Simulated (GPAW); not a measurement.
# H/Cu(100): work function by functional and basis, part 2 of 2

Aim: the work function of both faces of H/Cu(100), and its spread over functionals and bases.

GPAW 26.7.0; GPAW, PAW setups; slab in vacuum, relaxation (the session's first sound run).

So far, upper work function (eV): step 2 (relaxing the atoms, PBE, GPAW) 4.37; step 3 (plane waves, PBE) 4.37; step 4 (self-consistent run: xc = "RPBE") 4.21; step 5 (self-consistent run: xc = "vdW-DF2", GPAW, PAW setups, GPAW) 4.67.

## 6. Self-consistent run: xc = "revPBE"

The same geometry under revPBE, to see how far the functional moves the levels against the vacuum.

Input file run.py:

```python
import json
import numpy as np
from ase import Atoms
from gpaw import GPAW, PW

slab = Atoms(
    ['Cu', 'Cu', 'Cu', 'Cu', 'H'],
    positions=[
        [1.27633, 1.27633, 7.00000],
        [0.00000, 0.00000, 8.80500],
        [1.27633, 1.27633, 10.63826],
        [-0.00000, 0.00000, 12.61620],
        [1.27633, 1.27633, 13.09717]],
    cell=[[2.55266, 0.0, 0.0], [0.0, 2.55266, 0.0], [0.0, 0.0, 19.915]],
    pbc=[True, True, False])

slab.calc = GPAW(mode=PW(500), xc='revPBE', kpts={'size': (12, 12, 1), 'gamma': True},
                 occupations={'name': 'fermi-dirac', 'width': 0.1}, nbands='160%',
                 convergence={'density': 1e-05}, maxiter=200,
                 poissonsolver={'dipolelayer': 'xy'},
                 symmetry={'tolerance': 1e-3}, txt='slab.txt')
result = {}
energy = slab.get_potential_energy()
fermi = slab.calc.get_fermi_level()
v = slab.calc.get_electrostatic_potential().mean((0, 1)) - fermi
n = slab.calc.get_pseudo_density().mean((0, 1))
L = slab.cell[2, 2]
z = np.arange(len(v)) * L / len(v)
low, high = slab.positions[:, 2].min(), slab.positions[:, 2].max()
below, above = np.interp([low - 4.8, high + 4.8], z, v)
slopes = [np.interp(x, z, np.gradient(v, z)) for x in (low - 4.8, high + 4.8)]
eps = np.array([[slab.calc.get_eigenvalues(k, s) for k in range(len(slab.calc.get_ibz_k_points()))]
                for s in range(slab.calc.get_number_of_spins())]) - fermi
top, bottom = eps[eps < 0].max(), eps[eps > 0].min()
dipole = slab.get_dipole_moment()[2]
print(f'energy {energy:.4f} eV, Fermi level {fermi:.4f} eV, dipole {dipole:.5f} e A')
print(f'potential 4.8 A off the faces, from the Fermi level: lower {below:.4f} eV, upper {above:.4f} eV')
print(f'slope of the potential there: lower {slopes[0]:.5f}, upper {slopes[1]:.5f} eV/A')
print(f'nearest levels on the mesh: {top:.4f} and {bottom:.4f} eV')
print('magnetic moment', round(slab.get_magnetic_moment(), 3))
result.update(energy=energy, fermi=fermi, dipole=dipole, below=below, above=above, slopes=slopes, edges=[top, bottom],
              z=z.tolist(), v=v.tolist(), n=n.tolist(), positions=slab.positions.tolist(),
              forces=slab.get_forces(apply_constraint=False).tolist(), moments=slab.get_magnetic_moments().tolist())
json.dump(result, open('result.json', 'w'))
```

The run is started by

```console
$ OMP_NUM_THREADS=1 OPENBLAS_NUM_THREADS=1 python run.py
```

Log:

```text
energy -15.3249 eV, Fermi level 0.4846 eV, dipole 0.00591 e A
potential 4.8 A off the faces, from the Fermi level: lower 4.3954 eV, upper 4.2311 eV
slope of the potential there: lower -0.00037, upper 0.00031 eV/A
nearest levels on the mesh: -0.0144 and 0.0102 eV
magnetic moment 0.0
```

Run time: 1.8 min. Hardware: 1 thread of Arm Neoverse V1, shared host; peak memory 0.23 GiB.

This step gave:

- dipole along the normal: 0.005913 e·Å
- levels nearest the Fermi level on the mesh: -0.01437, 0.01023 eV from the Fermi level
- upper work function: 4.231 eV
- lower work function: 4.395 eV

The electrostatic potential energy of an electron (without an applied field's), less the Fermi level, planar mean oscillates, so the rows of the table below give means over windows of 1 Å about each position, cut where the curve ends. Its maxima inside the range that stand out by 2 % of the span (Å: eV): 7.9: -1.70, 9.8: -1.52, 11.6: -0.787. Its minima: 7.0: -15.9, 8.8: -16.2, 10.6: -16.1, 12.6: -17.6.

The electrostatic potential energy of an electron (without an applied field's), less the Fermi level, planar mean by z; means over each step:

z (Å), electrostatic potential energy of an electron (without an applied field's), less the Fermi level, planar mean (eV) and a bar from the least value:
```
        0        4.4 ##############################
        1        4.4 ##############################
        2        4.4 ##############################
        3        4.4 ##############################
        4        4.4 ##############################
        5        4.1 #############################
        6        0.7 #######################
        7      -11.8 
        8       -4.3 ##############
        9      -11.3 #
       10       -5.6 ############
       11       -9.2 #####
       12       -5.9 ###########
       13      -11.3 #
       14        2.5 ##########################
       15        4.1 #############################
       16        4.2 ##############################
       17        4.2 ##############################
       18        4.2 ##############################
       19        4.2 ##############################
```

The upper face's work function is 4.231 eV, against 4.370 eV in the first plane-wave PBE run at this geometry.

## 7. OptPBE vdW: xc = "optPBE-vdW"

The same geometry under optPBE-vdW, to see how far the functional moves the levels against the vacuum (the van der Waals functionals take revPBE setups).

Edit run.py of step 6 so:

```diff
@@ -16,3 +16,3 @@
 
-slab.calc = GPAW(mode=PW(500), xc='revPBE', kpts={'size': (12, 12, 1), 'gamma': True},
+slab.calc = GPAW(mode=PW(500), xc='optPBE-vdW', kpts={'size': (12, 12, 1), 'gamma': True},
                  occupations={'name': 'fermi-dirac', 'width': 0.1}, nbands='160%',
```

Log:

```text
energy -59.6662 eV, Fermi level 0.2762 eV, dipole 0.00619 e A
potential 4.8 A off the faces, from the Fermi level: lower 4.6996 eV, upper 4.5279 eV
slope of the potential there: lower -0.00065, upper 0.00038 eV/A
nearest levels on the mesh: -0.0950 and 0.0141 eV
magnetic moment 0.0
```

Wall time 2.3 min (1 thread); peak memory 0.34 GiB.

This step gave:

- dipole along the normal: 0.006188 e·Å
- levels nearest the Fermi level on the mesh: -0.09504, 0.01406 eV from the Fermi level
- upper work function: 4.528 eV
- lower work function: 4.700 eV

The upper face's work function is 4.528 eV, against 4.370 eV in the first plane-wave PBE run at this geometry.

## 8. Self-consistent run: xc = "LDA"

The same geometry under LDA, to see how far the functional moves the levels against the vacuum.

Edit run.py of step 7 so:

```diff
@@ -16,3 +16,3 @@
 
-slab.calc = GPAW(mode=PW(500), xc='optPBE-vdW', kpts={'size': (12, 12, 1), 'gamma': True},
+slab.calc = GPAW(mode=PW(500), xc='LDA', kpts={'size': (12, 12, 1), 'gamma': True},
                  occupations={'name': 'fermi-dirac', 'width': 0.1}, nbands='160%',
```

Log:

```text
energy -20.6361 eV, Fermi level -0.0235 eV, dipole 0.00681 e A
potential 4.8 A off the faces, from the Fermi level: lower 4.9109 eV, upper 4.7217 eV
slope of the potential there: lower -0.00031, upper 0.00028 eV/A
nearest levels on the mesh: -0.0185 and 0.0005 eV
magnetic moment 0.0
```

Elapsed: 2.1 min, on 1 thread; peak memory 0.23 GiB.

Numbers from this step:

```
dipole along the normal                    : 0.006812 e·Å
levels nearest the Fermi level on the mesh : -0.01851, 4.64e-4 eV from the Fermi level
upper work function                        : 4.722 eV
lower work function                        : 4.911 eV
```

The upper face's work function is 4.722 eV, against 4.370 eV in the first plane-wave PBE run at this geometry.

## 9. Real-space grid: mode = "fd"

A real-space grid is a second complete basis, so it checks the plane-wave result.

Edit run.py of step 8 so:

```diff
@@ -3,3 +3,3 @@
 from ase import Atoms
-from gpaw import GPAW, PW
+from gpaw import GPAW
 
@@ -16,3 +16,3 @@
 
-slab.calc = GPAW(mode=PW(500), xc='LDA', kpts={'size': (12, 12, 1), 'gamma': True},
+slab.calc = GPAW(mode='fd', h=0.18, xc='PBE', kpts={'size': (12, 12, 1), 'gamma': True},
                  occupations={'name': 'fermi-dirac', 'width': 0.1}, nbands='160%',
```

Log:

```text
energy -17.2458 eV, Fermi level -4.4570 eV, dipole 0.00639 e A
potential 4.8 A off the faces, from the Fermi level: lower 4.5456 eV, upper 4.3681 eV
slope of the potential there: lower -0.00044, upper 0.00011 eV/A
nearest levels on the mesh: -0.0098 and 0.0041 eV
magnetic moment 0.0
```

The job ended after 9.3 min (1 thread; peak memory 0.86 GiB).

Numbers from this step:

```
dipole along the normal                    : 0.006394 e·Å
levels nearest the Fermi level on the mesh : -0.009842, 0.004077 eV from the Fermi level
upper work function                        : 4.368 eV
lower work function                        : 4.546 eV
```

The upper face's work function is 4.368 eV, against 4.370 eV in the first plane-wave PBE run at this geometry.

## 10. Atomic orbitals: mode = "lcao"

Atom-centred orbitals end a few angstrom from the surface, which tests how much the density's tail matters.

Edit run.py of step 9 so:

```diff
@@ -16,4 +16,4 @@
 
-slab.calc = GPAW(mode='fd', h=0.18, xc='PBE', kpts={'size': (12, 12, 1), 'gamma': True},
-                 occupations={'name': 'fermi-dirac', 'width': 0.1}, nbands='160%',
+slab.calc = GPAW(mode='lcao', basis='dzp', h=0.18, xc='PBE', kpts={'size': (12, 12, 1), 'gamma': True},
+                 occupations={'name': 'fermi-dirac', 'width': 0.1}, nbands='120%',
                  convergence={'density': 1e-05}, maxiter=200,
```

Log:

```text
energy -15.9565 eV, Fermi level -4.1739 eV, dipole 0.00593 e A
potential 4.8 A off the faces, from the Fermi level: lower 4.2563 eV, upper 4.0915 eV
slope of the potential there: lower -0.00000, upper -0.00000 eV/A
nearest levels on the mesh: -0.0421 and 0.0304 eV
magnetic moment 0.0
```

Wall time 4 min (1 thread); peak memory 0.28 GiB.

Numbers from this step:

```yaml
dipole_along_the_normal: 0.005932 e·Å
levels_nearest_the_fermi_level_on_the_mesh: -0.04212, 0.03044 eV from the Fermi level
upper_work_function: 4.092 eV
lower_work_function: 4.256 eV
```

The electrostatic potential energy of an electron (without an applied field's), less the Fermi level, planar mean oscillates, so the rows of the table below give means over windows of 1 Å about each position, cut where the curve ends. Its maxima inside the range that stand out by 2 % of the span (Å: eV): 7.9: -1.75, 9.7: -1.54, 11.6: -0.857. Its minima: 7.0: -15.9, 8.8: -16.2, 10.7: -16.1, 12.6: -17.6.

Table of electrostatic potential energy of an electron (without an applied field's), less the Fermi level, planar mean by z; means over each step:

```csv
z (Å),"electrostatic potential energy of an electron (without an applied field's), less the Fermi level, planar mean (eV)"
0,4.25
1,4.26
2,4.26
3,4.26
4,4.25
5,4.02
6,0.691
7,-11.8
8,-4.38
9,-11.3
10,-5.60
11,-9.31
12,-5.98
13,-11.3
14,2.44
15,4.02
16,4.09
17,4.09
18,4.09
19,4.09
```

The upper face's work function is 4.092 eV, against 4.370 eV in the first plane-wave PBE run at this geometry.

## 11. The ladder

Times are for 1 thread of Arm Neoverse V1, shared host. The series side by side:

```
no.         run  upper work function (eV)  lower work function (eV)     time  memory (GiB)
  1          pw                     4.370                     4.548  2.2 min          0.23
  2        RPBE                     4.215                     4.371  1.8 min          0.23
  3     vdW DF2                     4.666                     4.898  2.1 min          0.34
  4      revPBE                     4.231                     4.395  1.8 min          0.23
  5  optPBE vdW                     4.528                     4.700  2.3 min          0.34
  6         LDA                     4.722                     4.911  2.1 min          0.23
  7          fd                     4.368                     4.546  9.3 min          0.86
  8        lcao                     4.092                     4.256    4 min          0.28
```

## 12. Side by side

Results and costs are gathered.

This step: comparison of work functions, dipole and cost (GPAW 26.7.0).

Ladder, by row:

| step | code | work function, upper (eV) | work function, lower (eV) | dipole (e Å) | wall time (s) | peak memory (GiB) | threads |
| --- | --- | --- | --- | --- | --- | --- | --- |
| pw | GPAW | 4.37 | 4.548 | 0.006404 | 129.9 | 0.23 | 1 |
| RPBE | GPAW | 4.215 | 4.371 | 0.005621 | 106.8 | 0.23 | 1 |
| vdW-DF2 | GPAW | 4.666 | 4.898 | 0.008344 | 124.7 | 0.34 | 1 |
| revPBE | GPAW | 4.231 | 4.395 | 0.005913 | 106.3 | 0.23 | 1 |
| optPBE-vdW | GPAW | 4.528 | 4.7 | 0.006188 | 139.5 | 0.34 | 1 |
| LDA | GPAW | 4.722 | 4.911 | 0.006812 | 128.1 | 0.23 | 1 |
| fd | GPAW | 4.368 | 4.546 | 0.006394 | 555.1 | 0.86 | 1 |
| lcao | GPAW | 4.092 | 4.256 | 0.005932 | 242.5 | 0.28 | 1 |

## 13. Results

```json
{"work function, upper and lower face": "4.370 and 4.548 eV", "dipole along the normal": "0.00640 e Å"}
```

With plane waves and PBE the work function is 4.37 eV on the upper face and 4.55 eV on the lower. The two faces differ by 0.18 eV, the step that the slab's dipole makes (e p/(ε0 A) gives 0.18 eV), so the dipole layer is needed. Over the sound runs of the table the upper face's work function spans 4.092 (lcao) to 4.722 eV (LDA). Atomic orbitals miss the plane-wave value by -0.28 eV, since they describe the tail of the density in the vacuum poorly. The cell of 6.52 Å² holds one H, started on one chosen site; other sites and coverages weren't tried. The in-plane lattice was kept as typed, which isn't the functional's own and leaves some strain; spin-orbit coupling and temperature are left out.

[Logs are printed without paths, hosts, clocks, repeated set-up lines and the standing remarks that a program may print on its own settings, such as how far it seeks lower states.]

[Hosts, paths, dates, database ids (printed as entryN), source tags and the programs' standing remarks are cut or masked in the printed files.]
